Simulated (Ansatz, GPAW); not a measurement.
# Ballistic transport through 1,3-diethynylbenzene between two Ir chains, from relaxation to T(E), part 2 of 4

How well does 1,3-diethynylbenzene between two Ir chains conduct once its atoms have relaxed, and how much do cheaper levels lose?

GPAW 26.7.0 and Ansatz 0.2.0; Ansatz plane waves; relaxation of the junction with the lead ends held (the session's first sound run).

So far. Step 2 (Relaxation): The relaxation lowered the energy of the cell by 2.72 eV.

### 3. Plane waves, PBE

A plane-wave run comes first: its basis does not favour the atoms, so it serves as the reference for the orbital bases.

This step: Ansatz plane waves; Landauer transmission by layers, zero bias (Ansatz 0.2.0).

input.yaml reads:

```yaml
crystal:
  lattice:
    - [17.2197910666, 0.0, 0.0]
    - [0.0, 9.0, 0.0]
    - [0.0, 0.0, 45.330646924]
  atoms:
    - { symbol: Ir, position: [0.5, 0.5, 0.0253691504] }
    - { symbol: Ir, position: [0.5, 0.5, 0.0761074512] }
    - { symbol: Ir, position: [0.5, 0.5, 0.1268457521] }
    - { symbol: Ir, position: [0.5, 0.5, 0.1775840529] }
    - { symbol: Ir, position: [0.5, 0.5, 0.2283223537] }
    - { symbol: Ir, position: [0.5, 0.5, 0.2790606545] }
    - { symbol: Ir, position: [0.5572714536, 0.4997550679, 0.3263886981] }
    - { symbol: Ir, position: [0.5033597455, 0.5000234032, 0.3730202844] }
    - { symbol: C, position: [0.5331209572, 0.4998718791, 0.4147276258] }
    - { symbol: C, position: [0.5427272053, 0.4998303319, 0.4423961303] }
    - { symbol: H, position: [0.6874838732, 0.4993617829, 0.4525494604] }
    - { symbol: C, position: [0.5729599812, 0.4997264415, 0.4722478618] }
    - { symbol: C, position: [0.6555493255, 0.4994524427, 0.4732919842] }
    - { symbol: H, position: [0.7585993654, 0.4990866203, 0.4999658329] }
    - { symbol: C, position: [0.6952998678, 0.4993029205, 0.4999700093] }
    - { symbol: C, position: [0.5323903607, 0.4998644813, 0.4999667518] }
    - { symbol: H, position: [0.4691194931, 0.5000916107, 0.499969783] }
    - { symbol: C, position: [0.6555422318, 0.4994227271, 0.5266453675] }
    - { symbol: C, position: [0.5729591214, 0.4997104221, 0.5276868839] }
    - { symbol: H, position: [0.6874305388, 0.4992967658, 0.5473936184] }
    - { symbol: C, position: [0.5427335022, 0.4998038156, 0.5575523973] }
    - { symbol: C, position: [0.5331278173, 0.4998315501, 0.5852231629] }
    - { symbol: Ir, position: [0.5033653911, 0.4999023417, 0.6269384276] }
    - { symbol: Ir, position: [0.5571993078, 0.4997001159, 0.6735844797] }
    - { symbol: Ir, position: [0.5, 0.5, 0.7209393455] }
    - { symbol: Ir, position: [0.5, 0.5, 0.7716776463] }
    - { symbol: Ir, position: [0.5, 0.5, 0.8224159471] }
    - { symbol: Ir, position: [0.5, 0.5, 0.8731542479] }
    - { symbol: Ir, position: [0.5, 0.5, 0.9238925488] }
    - { symbol: Ir, position: [0.5, 0.5, 0.9746308496] }
kpoints:
  mp_grid: { grid: [1, 1, 2] }
hamiltonian:
  xc: pbe
scf:
  occupations: { method: fermi_dirac, width: 0.1 }
output:
  transmission:
    leads: [[0, 1]]
    e_range: [-2, 2]
    de: 0.025
    kmesh: [1, 1]
    reduced_basis: true
  write_potential: true
  write_density: true
  volumetric_format: npy
  elf: true
```

Launch:

```
ansatz run input.yaml --threads 4 --pin off --max-ram 8192MiB --backend cpu --events-out ev --progress --plain --runs-dir out
```

Numbers of over 12 decimals in the logs are rounded to 6 here.

The log of the run:

```text
Engine: ansatz 0.2.0, aarch64-unknown-linux-gnu
Pseudopotentials: kind: paw
Pseudopotential: Ir, paw, valence charge 17, recommended cutoff 420 eV (normal), Ir.paw.azcp
Pseudopotential: C, paw, valence charge 4, recommended cutoff 420 eV (normal), C.paw.azcp
Pseudopotential: H, paw, valence charge 1, recommended cutoff 420 eV (normal), H.paw.azcp
Functional definition: PBE
  parameter kappa = 0.804
  parameter beta = 0.066725
  exchange = pbe_x(kappa = kappa, mu = beta*pi^2/3)
  correlation = pbe_c(beta = beta)
Crystal: 30 atoms, lattice volume = 7025.258 Å³
Basis set: ecut = 420 eV, 137281 PW (Γ)
Bands: 190, of which v1, the nominal top of the filled ones, is band 158 counted from 1 (157 counted from 0)
Symmetry: 1 space group operations
Space group: P1 (ITA 1), of the structure as read, at distance tolerance 1.9e-4 Å
k-points: 2
Non-local potential: Ir, projectors of the file, l = 0: 3, l = 1: 2, l = 2: 2, l = 3: 1
Non-local potential: C, projectors of the file, l = 0: 2, l = 1: 2, l = 2: 1
Non-local potential: H, projectors of the file, l = 0: 2, l = 1: 1
PAW form: soft (Blöchl's): semilocal exchange-correlation on the pseudo side does not see the compensation charge
PAW one-centre angular grid: Ir, 590 points (default); XC on 64 Gauss nodes
PAW one-centre angular grid: C, 110 points (default); XC on 64 Gauss nodes
PAW one-centre angular grid: H, 110 points (default); XC on 64 Gauss nodes
Initial density: superposition of atomic densities (neutral atoms: chi_scale 0, normalization atom), corrected by the library's trained network
Initial wavefunctions: pseudopotential atomic-orbital guess
Functional: x = pbe(κ = 0.804, μ = 0.219515), c = pbe(β = 0.066725)
SCF iter   1: F=—  HF=-193473.353098 eV  |F-HF|=—  |Δ(HF+E_count)|=         —  Δρ=8.93e-3  dr2=3.94e1  ethr=1.77e-3  ⟨swp⟩=9.0  Hψ=1681  notcnv=0  defer=2
preconditioner: auto → LDOS  [metal: Δε(μ)=0.093 eV  Ē_g=4.889 eV  σ=0.100 eV  W_gap=0.22  n_scr=530 (ndim 8)  ℏωp=6.0 eV  f_vac=0.849  D(μ)=45.12/eV (n_scr^D=152)  β→1.0]
SCF iter   2: F=—  HF=-193473.005418 eV  |F-HF|=—  |Δ(HF+E_count)|=   3.48e-1  Δρ=5.30e-3  dr2=3.80e0  ethr=1.77e-3  ⟨swp⟩=2.5  Hψ=790  notcnv=0  defer=8
SCF iter   3: F=—  HF=-193472.875156 eV  |F-HF|=—  |Δ(HF+E_count)|=   1.30e-1  Δρ=2.47e-3  dr2=5.11e-1  ethr=1.20e-3  ⟨swp⟩=2.0  Hψ=590  notcnv=0  defer=8
SCF iter   4: F=—  HF=-193472.809527 eV  |F-HF|=—  |Δ(HF+E_count)|=   6.56e-2  Δρ=4.09e-4  dr2=2.51e-2  ethr=1.62e-4  ⟨swp⟩=2.5  Hψ=598  notcnv=0  defer=5
SCF iter   5: F=—  HF=-193472.810953 eV  |F-HF|=—  |Δ(HF+E_count)|=   1.43e-3  Δρ=2.34e-4  dr2=1.06e-2  ethr=7.94e-6  ⟨swp⟩=2.0  Hψ=465  notcnv=0  defer=5
SCF iter   6: F=—  HF=-193472.811489 eV  |F-HF|=—  |Δ(HF+E_count)|=   5.36e-4  Δρ=1.15e-4  dr2=1.61e-3  ethr=3.36e-6  ⟨swp⟩=2.0  Hψ=487  notcnv=0  defer=5
SCF iter   7: F=—  HF=-193472.811485 eV  |F-HF|=—  |Δ(HF+E_count)|=   4.06e-6  Δρ=4.42e-5  dr2=3.64e-4  ethr=5.08e-7  ⟨swp⟩=2.0  Hψ=540  notcnv=0  defer=5
SCF iter   8: F=—  HF=-193472.811647 eV  |F-HF|=—  |Δ(HF+E_count)|=   1.62e-4  Δρ=2.26e-5  dr2=7.79e-5  ethr=1.15e-7  ⟨swp⟩=2.0  Hψ=554  notcnv=0  defer=5
SCF iter   9: F=—  HF=-193472.812220 eV  |F-HF|=—  |Δ(HF+E_count)|=   5.73e-4  Δρ=1.25e-5  dr2=2.46e-5  ethr=2.47e-8  ⟨swp⟩=2.0  Hψ=479  notcnv=0  defer=5
SCF iter  10: F=—  HF=-193472.812226 eV  |F-HF|=—  |Δ(HF+E_count)|=   5.78e-6  Δρ=6.29e-6  dr2=5.46e-6  ethr=7.77e-9  ⟨swp⟩=2.0  Hψ=391  notcnv=0  defer=5
SCF iter  11: F=—  HF=-193472.812228 eV  |F-HF|=—  |Δ(HF+E_count)|=   2.45e-6  Δρ=2.41e-6  dr2=7.77e-7  ethr=1.73e-9  ⟨swp⟩=2.0  Hψ=565  notcnv=0  defer=5
SCF iter  12: F=—  HF=-193472.812230 eV  |F-HF|=—  |Δ(HF+E_count)|=   1.41e-6  Δρ=1.18e-6  dr2=1.98e-7  ethr=2.46e-10  ⟨swp⟩=2.0  Hψ=379  notcnv=0  defer=5
SCF iter  13: F=-193472.812230 eV  HF=-193472.812230 eV  |F-HF|=1.03e-7  |Δ(HF+E_count)|=   2.60e-7  Δρ=5.21e-7  dr2=3.94e-8  ethr=3.16e-11  ⟨swp⟩=16.0  Hψ=962  notcnv=0
SCF 1 converged in 13 iterations: F = -193472.812230 eV  dr2 = 3.94e-8
[...]
WARN: The input density's exchange-correlation potential varies sharply where the density is thin. Do not read a vacuum level from v_tot or v_xc, or from such a field of the output density. On a cell that repeats whose density bears no net charge and no dipole along the vacuum's axis use v_es (v_loc + v_h of the components); under efield.dipole_correction with no amplitude use v_es + v_field, which holds any external [...]
SCF converged after 13 iterations
the last check of whether an eigenvalue changes by more than its tolerance under the output density was not made (no_room)
Free energy (F): -193472.812230 eV
Harris-Foulkes:  -193472.812230 eV  (|F-HF|=1.03e-7)
Internal energy: -193471.138707 eV  (E = F + TS)
E sigma→0 (E₀):  -193471.975469 eV
Entropy (-TS):   -1.673522 eV (-55.784 meV/atom)
Fermi energy:    -4.446144 eV
--- Per-component energies (eV) ---
  E_band       = -9583.378123
  E_kinetic    = 10834.448507
  E_local      = -121033.800624  (includes V_loc(G=0)·N_el)
  E_nonlocal   = 1504.974912
  E_hartree    = 54118.618621
  E_xc         = -4718.826415
  E_vxc        = -5323.326485  (∫ρ·V_xc dr)
  E_paw        = -148584.005512  (= ΣΔE_a)
  E_vpaw       = -3802.910280  (= ΣTr[D̂ρ^β])
  E_aug_tail   = -0.004312  (compensation charges beyond the density's cutoff)
  E_ewald      = 14407.456116
  E_smearing   = -1.673522  (= −TS)
  E_closure    = 0.000000  (closes the sum)
  Σ components = -193472.812230   (vs F -193472.812230, Δ=0.00e0)
--- Band table (eV) ---
  k-point 0: bands = [... 154 lower, -4.5777, -4.5452, -4.5115, -4.4996, -4.4270, -4.4213, -4.4205, -4.3604, ... 28 higher]
  k-point 1: bands = [... 154 lower, -4.5793, -4.5451, -4.4994, -4.4968, -4.4233, -4.4215, -4.3840, -4.3582, ... 28 higher]
Error: transmission: the layers need 7.12 GiB and 6.22 GiB are left: raise the memory limit; a lower cutoff, a narrower range of energies or a smaller cross-section takes less, and so, most of all in a narrow cell, do fewer energies or wavevectors
```

Run time: 8.1 min. Hardware: 4 threads of Arm Neoverse N1, shared host; peak memory 7 GiB.

Reading the cycles: dr2 is the Hartree energy of the density residual (eV), the measure of convergence; HF is the Harris–Foulkes estimate of the energy, which meets the free energy F at convergence.

The run ended with an error after its SCF cycle had converged; no result of it is taken.

The program's message: “Error: transmission: the layers need 7.12 GiB and 6.22 GiB are left: raise the memory limit; a lower cutoff, a narrower range of energies or a smaller cross-section takes less, and so, most of all in …”

[end of part 2 of 4]

[Logs are printed without paths, hosts, clocks, repeated set-up lines and the standing remarks that a program may print on its own settings, such as how far it seeks lower states.]

[Hosts, paths, dates, database ids (printed as entryN), source tags and the programs' standing remarks are cut or masked in the printed files.]
